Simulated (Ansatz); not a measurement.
# Quasiparticle gap of GaN (F-43m), part 2 of 2

Wanted: the gap of GaN (F-43m) with a many-body correction, and the time that it takes.

Ansatz 0.2.0; PBE, then G0W0 on it, plane waves, PAW. Known limits of the many-body steps: finite bands, screening cutoff and k mesh; no spin-orbit coupling in G0W0; d shells not analysed.

So far. Step 2 (Bands along the symmetry lines): Over mesh and path the gap is 1.718 eV, direct, at k = Γ.

In doubt: masses and optical values from hybrid runs of this build are listed as unsure (in some of the runs), which bears on the screening that GW takes from such a start.

### 3. G0W0 on the 10×10×10 mesh

G0W0 replaces the xc potential by a self-energy built once from the orbitals of the start. Levels are corrected in the window of bands that the input names, at points of the mesh.

This step: G0W0 on PBE, plane waves, PAW.

Contents of input.yaml:

```yaml
crystal:
  lattice:
    - [0.0, 2.2535006075, 2.2535006075]
    - [2.2535006075, 0.0, 2.2535006075]
    - [2.2535006075, 2.2535006075, 0.0]
  atoms:
    - { symbol: Ga, position: [0.0, 0.0, 0.0] }
    - { symbol: "N", position: [0.75, 0.75, 0.75] }
kpoints:
  mp_grid: { grid: [10, 10, 10] }
hamiltonian:
  xc: pbe
  pseudopotentials: { kind: paw, source: ansatz }
scf:
  occupations: { method: fixed }
gw:
  n_empty_bands: 384
  ecut_chi: 380
  qp_bands: [v2, c2]
  qp_kpoints: band_edges
  screening: { model: contour_deformation }
```

Launch:

```
$ ansatz run input.yaml --threads 3 --pin off --max-ram 92160MiB --backend cuda --events-out ev --progress --plain --runs-dir out --devices 1 --max-vram 13GiB
```

Numbers of over 12 decimals in the logs are rounded to 6 here.

What it wrote:

```text
GPUs: using 1 of 1 available (devices: 1).
[...]
GPU FFT provider: cuFFT
GPU libraries: cuBLAS 13.8.2, cuFFT 12.4.0, cuSOLVER 12.3.4
Crystal: 2 atoms, lattice volume = 22.888 Å³
Basis set: ecut = 1020 eV, 1687 PW (Γ)
Bands: 17, of which v1, the nominal top of the filled ones, is band 13 counted from 1 (12 counted from 0)
Symmetry: 24 space group operations
[...]
k-points: 47 of 1000 (time reversal used)
[...]
GPU buffer pool allocated for 64000 grid points (all kernels)
[...]
SCF iter   1: F=—  HF=-8799.421917 eV  |F-HF|=—  |Δ(HF+E_count)|=         —  Δρ=1.00e-1  dr2=2.19e0  ethr=3.10e-3  ⟨swp⟩=5.0  Hψ=3667  notcnv=0  defer=90
[...]
SCF iter   7: F=-8798.883441 eV  HF=-8798.883441 eV  |F-HF|=1.98e-8  |Δ(HF+E_count)|=   3.47e-7  Δρ=2.44e-5  dr2=5.04e-8  ethr=3.85e-10  ⟨swp⟩=6.1  Hψ=4326  notcnv=0
SCF 1 converged in 7 iterations: F = -8798.883441 eV  dr2 = 5.04e-8
[...]
NSCF: frozen V_eff on 47 k-points, pencils in batches of 32, up to order 68
the band table was solved once the SCF had ended and its energy, with any forces and stress, was formed, with the checks that follow a solve (5070 applications of the Hamiltonian). They found nothing against the state; the energy, forces and stress were not computed again (output.eigenvalues in the input reference)
[...]
NSCF: frozen V_eff on 47 k-points
G₀W₀ screening: q 1/47
[... further progress lines ...]
[...]
SCF converged after 7 iterations
Free energy (F): -8798.883441 eV
[...]
Internal energy: -8798.883441 eV  (E = F + TS)
E sigma→0 (E₀):  -8798.883441 eV
Fermi energy:    11.048649 eV
[...]
--- Band table (eV; the first three rows and the last of 47) ---
  k-point 0: bands = [... 9 lower, -2.1281, 11.0486, 11.0486, 11.0486, 12.7823, 21.3634, 21.3634, 21.3634]
  k-point 1: bands = [... 9 lower, -2.1294, 9.9512, 10.9422, 10.9422, 13.6385, 20.8652, 21.5266, 21.5266]
  k-point 2: bands = [... 9 lower, -2.1281, 8.1421, 10.6805, 10.6805, 14.7184, 20.0854, 21.7878, 21.7878]
  k-point 46: bands = [... 9 lower, -0.1736, 5.3020, 7.4626, 7.4924, 16.8784, 19.2526, 21.7786, 22.2416]
--- G₀W₀: contour deformation, 8 samples at zero and on the imaginary axis and 4 off it, 1000 q-points, 384 empty bands' worth ---
  eigenvalues of the whole cell's RPA ε∞ on this k-mesh (on a slab, of 1 + 4πα/V) = 5.7434, 5.7434, 5.7434; static W/v taken at q = 0 is 0.174114
  bands read: the sum over 397 bands ends inside a degenerate multiplet in 3 slots, whose members it reads at an even weight; the widest, k=0: bands 396 to 398 (counted from 1) at 2/3 each
  gw.qp_kpoints: band_edges: 18 of 47 stored k-points solved, in 1 pass; an edge of the gap read off the rows below is read off those points alone
    valence top: of the k-points left out ik 7 came nearest to being solved in a further pass, in band 13 (counted from 1, as in the quasiparticle table): it holds the edge there only if its correction is more favourable than any solved in that band by at least 0.537 eV; those differ by 0.153 eV
    conduction bottom: of the k-points left out ik 7 came nearest to being solved in a further pass, in band 14 (counted from 1, as in the quasiparticle table): it holds the edge there only if its correction is more favourable than any solved in that band by at least 1.958 eV; those differ by 0.378 eV
    ik  band        ε_KS         Σx   Σc(E_QP)       V_xc       Z   E_QP_lin       E_QP  E_QP is
     0    12     11.0486   -23.8144     2.5635   -20.2669  0.7684    10.0517    10.0647  root
     0    13     11.0486   -23.8144     2.5635   -20.2669  0.7684    10.0517    10.0647  root
     0    14     12.7823   -11.6458    -3.8444   -15.6857  0.8062    12.9779    12.9776  root
     0    15     21.3634    -7.8730    -5.4888   -13.8811  0.7989    21.8865    21.8827  root
     1    12     10.9422   -23.7110     2.6050   -20.1125  0.7681     9.9352     9.9487  root
     1    13     10.9422   -23.7110     2.6050   -20.1125  0.7681     9.9352     9.9487  root
     1    14     13.6385   -12.4083    -3.7730   -16.3746  0.7976    13.8321    13.8318  root
     1    15     20.8652    -8.0000    -5.4956   -13.9997  0.7968    21.3731    21.3692  root
     2    12     10.6805   -23.4531     2.6936   -19.7456  0.7672     9.6518     9.6665  root
     2    13     10.6805   -23.4531     2.6936   -19.7456  0.7672     9.6518     9.6665  root
     2    14     14.7184   -11.4441    -4.3596   -16.1130  0.7950    15.0286    15.0277  root
     2    15     20.0854    -8.4428    -5.5552   -14.4818  0.7888    20.5729    20.5693  root
     3    12     10.3846   -23.1548     2.7779   -19.3438  0.7661     9.3355     9.3514  root
     3    13     10.3846   -23.1548     2.7779   -19.3438  0.7661     9.3355     9.3514  root
     3    14     15.4003   -10.5531    -4.6919   -15.6187  0.8006    15.7755    15.7740  root
     3    15     19.7152    -8.8900    -5.7660   -15.1195  0.7708    20.1821    20.1788  root
     4    12     10.1631   -22.9246     2.8338   -19.0453  0.7653     9.1008     9.1176  root
     4    13     10.1631   -22.9246     2.8338   -19.0453  0.7653     9.1008     9.1176  root
     4    14     15.6529   -10.1908    -4.7445   -15.3260  0.8082    16.0452    16.0436  root
     4    15     19.7253    -8.9999    -6.0212   -15.4585  0.7533    20.1662    20.1628  root
     5    12     10.0821   -22.8381     2.8529   -18.9355  0.7649     9.0154     9.0324  root
     5    13     10.0821   -22.8381     2.8529   -18.9355  0.7649     9.0154     9.0324  root
     5    14     15.6973   -10.1310    -4.7350   -15.2586  0.8111    16.0915    16.0899  root
     5    15     19.7774    -8.9705    -6.1199   -15.5131  0.7462    20.2037    20.2001  root
     6    12     10.7334   -23.5060     2.6643   -19.8320  0.7677     9.7092     9.7238  root
     6    13     10.7334   -23.5060     2.6643   -19.8320  0.7677     9.7092     9.7238  root
     6    14     13.9091   -12.5998    -3.7896   -16.5897  0.7946    14.1097    14.1093  root
     6    15     20.5282    -7.9631    -5.3873   -13.8564  0.8033    21.0381    21.0341  root
    13    12      9.8317   -22.6128     2.8752   -18.6770  0.7647     8.7519     8.7711  root
    13    13     10.6914   -23.4518     2.6964   -19.7428  0.7670     9.6643     9.6789  root
    13    14     15.4427   -11.2615    -4.6386   -16.2651  0.7901    15.8093    15.8077  root
    13    15     19.7981    -8.9042    -5.5253   -14.9200  0.7873    20.2922    20.2886  root
    14    12     10.3844   -23.1287     2.7495   -19.3465  0.7669     9.3356     9.3518  root
    14    13     10.9225   -23.6902     2.6232   -20.0715  0.7678     9.9134     9.9270  root
    14    14     14.4586   -12.0584    -4.1355   -16.4630  0.7928    14.7284    14.7277  root
    14    15     20.3289    -8.3476    -5.4599   -14.3114  0.7973    20.8368    20.8328  root
    18    12      8.4123   -21.8354     3.2393   -17.4872  0.7549     7.2735     7.3034  root
    18    13      9.4148   -22.2120     3.0151   -18.1117  0.7618     8.3090     8.3296  root
    18    14     16.7898    -9.4774    -4.8454   -14.6816  0.8015    17.1502    17.1486  root
    18    15     18.6158    -9.9549    -5.4508   -15.8890  0.7753    19.1026    19.0991  root
[...]
38    12      7.4043   -21.2221     3.5554   -16.5327  0.7427     6.2361     6.2703  root
    38    13      9.2203   -21.9717     3.0372   -17.8423  0.7614     8.1061     8.1281  root
    38    14     17.7746    -9.0580    -4.8480   -14.2187  0.7968    18.0887    18.0873  root
    38    15     18.2528   -10.5242    -5.6151   -16.6892  0.7719    18.8083    18.8026  root
    43    12      7.9898   -20.4897     3.2466   -16.1257  0.7530     6.8436     6.8724  root
    43    13      8.0209   -21.2565     3.3879   -16.7312  0.7516     6.8538     6.8835  root
    43    14     15.2329    -9.1323    -4.1483   -13.4349  0.8149    15.3873    15.3870  root
    43    15     18.2699   -10.3192    -5.2471   -16.1313  0.7980    18.8391    18.8348  root
    46    12      7.4626   -21.5868     3.6785   -16.7404  0.7443     6.2564     6.2947  root
    46    13      7.4924   -19.6434     3.2944   -15.2413  0.7475     6.3498     6.3848  root
    46    14     16.8784    -9.6528    -4.5663   -14.4742  0.7960    17.1344    17.1336  root
    46    15     19.2526   -11.3063    -5.9889   -18.0088  0.7672    19.9749    19.9662  root
```

Wall time 7.9 min (1 × NVIDIA H100 80GB HBM3 (shared by 6 runs) with 3 threads of AMD EPYC 7R13 (Zen 3), shared host); peak memory 3.7 GiB; 15 min of CPU time.

This step gave:

```yaml
bands_summed: 397
rpa_eps_infinity_on_this_mesh_eigenvalues: 5.743, 5.743, 5.743
plane_waves_in_the_screening_matrix: 387
q_points_in_the_mesh: 1000
g0w0_gap_over_the_corrected_points: 2.913 eV
k_of_the_valence_top: 0, 0, 0
k_of_the_conduction_bottom: 0, 0, 0
starting_gap_on_the_mesh: 1.734 eV
z_at_the_valence_top: 0.7684
z_at_the_conduction_bottom: 0.8062
least_direct_g0w0_gap_over_the_corrected_points: 2.913 eV
```

Over 18 of 47 irreducible mesh points the G0W0 gap is 2.913 eV, direct, at k = Γ. The PBE gap of this run on the mesh is 1.734 eV. The two states that bound the G0W0 gap lie that far apart at the start, so the correction of the gap is 2.913 − 1.734 = +1.179 eV. The start of this run differs from the step before in mesh (8×8×8 and 10×10×10), files (soft_1 PAW and hard PAW) and plane-wave cutoff (420 eV and 1020 eV).

Labels follow the order of the start: v1 is the top filled band, c1 the lowest empty one; levels that stay degenerate share a row, the window can cut a multiplet, doubted levels are not marked in this list, bands outside the window were not corrected, and the list may be a part of the corrected levels. The levels before and after the correction (eV, zero at the valence-band top of each column):

```tsv
	conduction bottom	valence top
Kohn-Sham	1.73	0.00
G0W0	2.91	0.00
```

```tsv
	level	occupation	energy (eV)
Kohn-Sham	Γ v2-v1	2	0.000
Kohn-Sham	Γ c1	0	1.734
Kohn-Sham	Γ c2	0	10.315
G0W0	Γ v2-v1	2	0.000
G0W0	Γ c1	0	2.913
G0W0	Γ c2	0	11.818
```

The parts of the quasiparticle energy for the two states that bound the G0W0 gap, in eV on the run's own scale (QP = start + Σx + Σc − Vxc, with Σc at the quasiparticle energy):

```tsv
edge	k	band	start	Σx	Σc	Vxc	Z	QP
valence top	Γ	12	11.049	−23.814	2.563	−20.267	0.768	10.065
conduction bottom	Γ	14	12.782	−11.646	−3.844	−15.686	0.806	12.978
```

### 4. Spin-orbit coupling in PBE

This run has two-component orbitals with spin-orbit coupling.

This step: DFT, PBE with spin-orbit coupling, plane waves, PAW; PAW set soft_1.

Contents of input.yaml:

```yaml
crystal:
  lattice:
    - [0.0, 2.2535006075, 2.2535006075]
    - [2.2535006075, 0.0, 2.2535006075]
    - [2.2535006075, 2.2535006075, 0.0]
  atoms:
    - { symbol: Ga, position: [0.0, 0.0, 0.0] }
    - { symbol: "N", position: [0.75, 0.75, 0.75] }
kpoints:
  mp_grid: { grid: [8, 8, 8] }
  band_path:
    path:
      - [0.0, 0.0, 0.0]
      - [-0.5, -0.5, 0.0]
      - [-0.375, -0.375, 0.25]
      - [-0.375, 0.0, 0.375]
      - [0.0, 0.0, 0.5]
      - [-0.5, -0.25, 0.25]
    npoints: 1
hamiltonian:
  xc: pbe
  pseudopotentials: { kind: paw_fr, azcp: { folder: soft_1 } }
scf:
  occupations: { method: fixed }
  n_extra_bands: 8
magnetization:
  noncollinear: true
  spin_orbit: true
output:
  eigenvalues: true
```

What it wrote:

```text
[...]
GPUs: using 1 of 1 available (devices: 1).
[...]
non-collinear run that drives no moment, with spin-orbit: no starting moment large enough to seed its density (crystal.atoms[].spin), no starting occupations that ask for one, no magnetisation constraint and no magnetic field, so the semilocal B_xc is pinned to zero
[...]
GPU FFT provider: cuFFT
GPU libraries: cuBLAS 13.8.2, cuFFT 12.4.0, cuSOLVER 12.3.4
Crystal: 2 atoms, lattice volume = 22.888 Å³
Basis set: ecut = 420 eV, 459 PW (Γ)
Bands: 26, of which v1, the nominal top of the filled ones, is band 18 counted from 1 (17 counted from 0)
Symmetry: 24 space group operations + 24 with time reversal
[...]
k-points: 29 of 512 (time reversal used)
Projection manifold: j_resolved (fully-relativistic pseudo-atomic orbitals)
[...]
GPU buffer pool allocated for 13824 grid points (all kernels)
[...]
SCF iter   1: F=—  HF=-4168.661674 eV  |F-HF|=—  |Δ(HF+E_count)|=         —  Δρ=1.12e-1  dr2=2.51e0  dr2_m=0.00e0 (ungated)  ethr=3.10e-3  |M|=0.00e0 ∫|m|=0.00e0 μB  |m|>n=0.0e0 m-floor=0.0e0 τ_xc=0.0e0  β_m=0.30  ⟨swp⟩=4.2  Hψ=3249  notcnv=0  defer=114
[...]
SCF iter   7: F=-4167.982906 eV  HF=-4167.982906 eV  |F-HF|=4.16e-9  |Δ(HF+E_count)|=   1.90e-6  Δρ=4.92e-6  dr2=2.38e-9  dr2_m=0.00e0 (ungated)  ethr=5.56e-10  |M|=0.00e0 ∫|m|=0.00e0 μB  |m|>n=0.0e0 m-floor=0.0e0 τ_xc=0.0e0  ⟨swp⟩=7.9  Hψ=3762  notcnv=0
SCF 1 converged in 7 iterations: F = -4167.982906 eV  dr2 = 2.38e-9
[...]
SCF converged after 7 iterations
Magnetization: |M| = 0.0000 μB,  M = (+0.0000, +0.0000, +0.0000) μB
Absolute magnetization: 0.0000 μB (∫|m|)
  site 0: m = (+0.0000, +0.0000, +0.0000) μB, |m| = 0.0000 μB  (R = 0.81 Å)
  site 1: m = (+0.0000, +0.0000, +0.0000) μB, |m| = 0.0000 μB  (R = 0.81 Å)
Free energy (F): -4167.982906 eV
[...]
Internal energy: -4167.982906 eV  (E = F + TS)
E sigma→0 (E₀):  -4167.982906 eV
Fermi energy:    9.642126 eV
[...]
--- Band table (eV; the first three rows and the last of 29) ---
  k-point 0: bands = [... 14 lower, 9.6421, 9.6421, 9.6421, 9.6421, 11.3569, 11.3569, 19.7374, 19.7374, ... 4 higher]
  k-point 1: bands = [... 14 lower, 9.4709, 9.4709, 9.4782, 9.4863, 12.5073, 12.5073, 19.2261, 19.2261, ... 4 higher]
  k-point 2: bands = [... 14 lower, 9.1089, 9.1089, 9.1216, 9.1326, 13.6973, 13.6973, 18.4193, 18.4193, ... 4 higher]
  k-point 28: bands = [... 14 lower, 5.9277, 5.9427, 5.9973, 6.0346, 15.8551, 15.8631, 18.0207, 18.0310, ... 4 higher]
```

Run time: 14 s. Hardware: 1 × NVIDIA H100 80GB HBM3 (shared by 6 runs) with 3 threads; peak memory 0.89 GiB.

Numbers from this step:

| Item | Value |
| --- | --- |
| gap | 1.715 eV |
| valence top at | Γ |
| conduction bottom at | Γ |
| least direct gap | 1.715 eV |

Over mesh and listed points the gap is 1.715 eV, direct, at k = Γ. PBE+SOC against PBE: 1.715 − 1.718 = −0.003 eV, with the same mesh, set of files (read in its fully relativistic form for the spin-orbit run) and cutoff, and both edges at the same k points. The spin-orbit run sees mesh and listed points alone, so its gap is an upper bound: the coupling can move an edge off these points, the more so as this crystal has no centre of inversion, and the change over the zone, its sign included where it is small, is not known.

### 5. Side by side

Each gap is the least one over the points named; times are wall times on shared hosts, not benchmarks. A G0W0 time includes the run's own self-consistent start. Runs with listed points see these and the mesh alone, so an edge that moves elsewhere is missed. Rows marked * are further runs, not shown as steps, whose inputs differ from the G0W0 step on the same start in the columns given; solver thresholds can differ too.

```tsv
level	mesh	files, cutoff	bands summed, screening	points	gap (eV)	valence top	conduction bottom	least direct gap (eV)	time
PBE	8×8×8	soft_1 PAW, 420 eV	-	mesh and path	1.718	Γ	Γ	1.718	6.3 s
PBE+SOC	8×8×8	soft_1 PAW, 420 eV	-	mesh and listed points	1.715	Γ	Γ	1.715	14 s
G0W0@PBE*	10×10×10	hard PAW, 1020 eV	108, 150 eV	18 of 47 irreducible mesh points	2.849	Γ	Γ	2.849	95 s
G0W0@PBE*	10×10×10	hard PAW, 1020 eV	218, 250 eV	18 of 47 irreducible mesh points	2.884	Γ	Γ	2.884	3.2 min
G0W0@PBE	10×10×10	hard PAW, 1020 eV	397, 380 eV	18 of 47 irreducible mesh points	2.913	Γ	Γ	2.913	7.9 min
G0W0@PBE*	12×12×12	hard PAW, 1020 eV	108, 150 eV	23 of 72 irreducible mesh points	2.847	Γ	Γ	2.847	5.6 min
```

Computed less measured, in eV, for the reports listed at the start; nothing is added to the computed values:

```tsv
row	computed (eV)	3.23 eV (2022)
PBE, gap	1.718	−1.512
PBE+SOC, gap	1.715	−1.515
G0W0@PBE, gap	2.913	−0.317
```

### 6. Summary of results

```
PBE gap over mesh and path                         : 1.718 eV, direct, at k = Γ
G0W0@PBE gap over 18 of 47 irreducible mesh points : 2.913 eV, direct, at k = Γ
PBE+SOC gap over mesh and listed points            : 1.715 eV
GW settings                                        : 10×10×10 mesh, 384 empty bands, screening to 380 eV, hard PAW files
known limits                                       : finite bands, screening cutoff and k mesh; no spin-orbit coupling in G0W0; d shells not analysed
```

In words: Over 18 of 47 irreducible mesh points the G0W0 gap is 2.913 eV, direct, at k = Γ. The PBE gap of this run on the mesh is 1.734 eV. The two states that bound the G0W0 gap lie that far apart at the start, so the correction of the gap is 2.913 − 1.734 = +1.179 eV. The valence state moves by 10.065 − 11.049 = −0.984 eV and the conduction state by 12.978 − 12.782 = +0.196 eV, on the run's own scale; with 108 bands the edge states move by −0.624 and +0.492 eV, so the split between the edges depends on the bands and cutoff. Both edges that PBE shows over mesh and path lie at k points where levels were corrected. Levels at other points were not corrected, so a lower G0W0 gap elsewhere in the zone is not ruled out. From 108 bands and 150 eV to 397 bands and 380 eV the gap moves by 2.913 − 2.849 = +0.064 eV (rung by rung 2.849, 2.884, 2.913 eV); bands and screening cutoff rise together, so their parts are not told apart. A line in one over the bands through the two highest rungs gives 2.913 + (2.913 − 2.884) × 218 / (397 − 218) = 2.948 eV, and through the pair below 2.884 + (2.884 − 2.849) × 108 / (218 − 108) = 2.918 eV. From the gaps as printed the two differ by 0.030 eV, at the edge of the 0.030 eV asked, so no limit is taken and it is not known. With the 12×12×12 mesh in place of the 10×10×10 mesh and all else as in the G0W0@PBE row with 108 bands, the gap differs by 2.847 − 2.849 = −0.002 eV, and that of the start by 1.734 − 1.734 = +0.000 eV. G0W0 on other starts in this series, not shown as steps and not all at these settings: 3.485 eV on HSE06 (10×10×10, hard PAW, 218 bands, 250 eV), 3.667 eV on PBE0 (10×10×10, hard PAW, 218 bands, 250 eV) and 2.927 eV on LDA (10×10×10, hard PAW, 218 bands, 250 eV). PBE+SOC against PBE: 1.715 − 1.718 = −0.003 eV, with the same mesh, set of files (read in its fully relativistic form for the spin-orbit run) and cutoff, and both edges at the same k points. The spin-orbit run sees mesh and listed points alone, so its gap is an upper bound: the coupling can move an edge off these points, the more so as this crystal has no centre of inversion, and the change over the zone, its sign included where it is small, is not known. What spin-orbit coupling does to the G0W0 levels was not computed, so no sum with the G0W0 gap is formed. Against experiment, G0W0@PBE at 2.913 eV lies −0.317 eV from 3.23 eV (2022). The differences hold parts that these runs do not separate: finite bands, cutoffs and mesh, points of the zone that were not corrected, the start of G0W0, spin-orbit coupling missing from it, static nuclei, no electron-hole attraction, a cell that is not a measured one, and what each experiment reads as the gap. How much each gives is not known from the steps shown. The G0W0 runs are scalar-relativistic. One-shot GW is known to converge slowly in bands for compounds with shallow d shells. The cell holds Ga; the filling of the d shell and its place against the gap were not analysed here. G0W0 is shown with one set of atomic data (hard PAW), so the error from the files is not known here.

[Paths, hosts, dates, memory and timing lines, banners, echoed tables and standing remarks are left out of the program output.]

[Logs are printed without paths, hosts, clocks, repeated set-up lines and the standing remarks that a program may print on its own settings, such as how far it seeks lower states.]

[Runs of the session that timed out or met a known fault of the program may be left out.]

[Cells called generated may have been cut or substituted from an entry of the Crystallography Open Database or the Materials Project.]

[Hosts, paths, dates, database ids (printed as entryN), source tags and the programs' standing remarks are cut or masked in the printed files.]

[Where an RPA ε∞ is given, it is that of the G0W0 mesh and is not shown converged in it. Names of k-points follow the symmetry that the program found, which can be lower than the space group named. Band edges on a path are those of the sampled points; other points can move an edge, and change direct to indirect where valleys lie close.]

[Hybrid gaps are those of their k-mesh and are not shown converged in it.]
